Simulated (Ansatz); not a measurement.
Planning a run of Ansatz 0.2.0 on SiO2 (P4_32_12). The input:

```yaml
crystal:
  lattice:
    - [4.9329, 0.0, 0.0]
    - [0.0, 4.9329, 0.0]
    - [0.0, 0.0, 6.4645]
  atoms:
    - { symbol: Si, position: [0.8136083997, 0.8136083997, 0.5] }
    - { symbol: Si, position: [0.6863916003, 0.3136083997, 0.25] }
    - { symbol: Si, position: [0.1863916003, 0.1863916003, 0.0] }
    - { symbol: Si, position: [0.3136083997, 0.6863916003, 0.75] }
    - { symbol: O, position: [0.2672894097, 0.3712296189, 0.8040824089] }
    - { symbol: O, position: [0.1287703811, 0.7672894097, 0.5540824089] }
    - { symbol: O, position: [0.7327105903, 0.6287703811, 0.3040824089] }
    - { symbol: O, position: [0.8712296189, 0.2327105903, 0.0540824089] }
    - { symbol: O, position: [0.7672894097, 0.1287703811, 0.4459175911] }
    - { symbol: O, position: [0.6287703811, 0.7327105903, 0.6959175911] }
    - { symbol: O, position: [0.2327105903, 0.8712296189, 0.9459175911] }
    - { symbol: O, position: [0.3712296189, 0.2672894097, 0.1959175911] }
kpoints:
  mp_grid: { grid: [4, 4, 2] }
  band_path:
    path:
      - [0.0, 0.0, 0.0]
      - [0.0, 0.5, 0.0]
      - [0.5, 0.5, 0.0]
      - [0.0, 0.0, 0.5]
      - [0.0, 0.5, 0.5]
      - [0.5, 0.5, 0.5]
    npoints: 1
hamiltonian:
  xc: hse06
  pseudopotentials: { kind: paw, azcp: { folder: soft_1 } }
scf:
  occupations: { method: fixed }
  n_extra_bands: 8
output:
  eigenvalues: true
  write_density: true
  write_potential: true
  elf: true
  volumetric_format: npy
```

```sh
ansatz run input.yaml --threads 4 --pin off --max-ram 138240MiB --backend cuda --events-out ev --progress --plain --runs-dir out --devices 1 --max-vram 26GiB
```

Estimate wall time and host memory on 1 × NVIDIA H100 80GB HBM3 (shared by 3 runs) with 4 threads of AMD EPYC 7R13 (Zen 3), shared host.

It took 24 s; on shared hardware allow 12 s to 47 s. Peak host memory was 1.3 GiB. The sizes that set the cost: 3097 plane waves a state, 12 irreducible k points and 14 SCF cycles.

Exact exchange couples every pair of k points and filled bands, so it costs far more than a semilocal run.

[Paths, hosts, dates, memory and timing lines, banners, echoed tables and standing remarks are left out of the program output.]

[Logs are printed without paths, hosts, clocks, repeated set-up lines and the standing remarks that a program may print on its own settings, such as how far it seeks lower states.]

[Runs of the session that timed out or met a known fault of the program may be left out.]

[Cells called generated may have been cut or substituted from an entry of the Crystallography Open Database or the Materials Project.]

[Hosts, paths, dates, database ids (printed as entryN), source tags and the programs' standing remarks are cut or masked in the printed files.]
